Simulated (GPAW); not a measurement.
# Molecules between Al chains, relaxed: the backbone

Which features of a molecule set its conductance between two Al chains?

Set-up. GPAW 26.7.0 in a basis of numerical atomic orbitals with PAW setups; lead and junction are solved self-consistently in repeated cells 9 Å or more across, their Hamiltonian and overlap matrices go into Green's functions with semi-infinite leads (ASE), and T is the Landauer transmission at zero bias, at the junction cell's Fermi level, for one spin or as the mean of both where a run is spin-polarised. Basis dzp, PBE. The molecule and the nearest metal atoms were first relaxed with plane waves (Ansatz 0.2.0, PBE, force components under 0.03 eV/Å).

Results:

| molecule | junction | T | conductance (G₀) | at (K) | thermopower (μV/K) |
| --- | --- | --- | --- | --- | --- |
| butadiene-1,4-dithiol | flat | 0.0401 | 0.0396 | 300 | −17.2 |
| hexatriene-1,6-dithiol | flat | 0.0352 | 0.0347 | 300 | −13.2 |
| benzene-1,4-dithiol | not flat | 0.0169 | 0.0167 | 300 | −18.5 |
| naphthalene-2,6-dithiol | not flat | 0.00614 | 0.00601 | 300 | −14.1 |
| fluorene-2,7-dithiol | not flat | 0.00364 | 0.00357 | 300 | −8.7 |
| ethane-1,2-dithiol | not flat | 0.00223 | 0.00222 | 300 | −25.8 |
| biphenyl-4,4'-dithiol | not flat | 0.00127 | 0.00125 | 300 | −8.6 |

**Reading.** T at the Fermi level spans 0.0401 (butadiene-1,4-dithiol) to 0.00127 (biphenyl-4,4'-dithiol). Of the 7 junctions with a thermopower over 2 μV/K, 0 have a positive one (T falls with energy at the Fermi level, as on the tail of a filled level) and 7 a negative one (T rises, as on the tail of an empty level).

What the numbers leave out: Semilocal functionals put molecular levels too near the Fermi level, which raises T wherever those levels couple to the lead. An evenly spaced straight chain is an idealisation of an electrode: free chains dimerise or zigzag, and their density of states has sharper edges than a bulk metal's. Once the lead is aligned to the junction's end layer, its own Fermi level lies within 0.02 eV of the zero used here in the dzp runs. In molecules of two rings the angle between them, which can shut the π path, isn't listed. The order also hangs on where resonances happen to fall and on how π levels meet the chain's few channels, so it isn't intrinsic to the molecules. No run was spin-polarised, so magnetic states weren't tested. Junctions whose dzp lead is shut at the Fermi level or whose end layer misses the lead by over 0.25 eV were left out, as were kinked alkane chains and, where atoms were relaxed, moves over 2 Å. Flat: chains and heavy atoms share one plane.
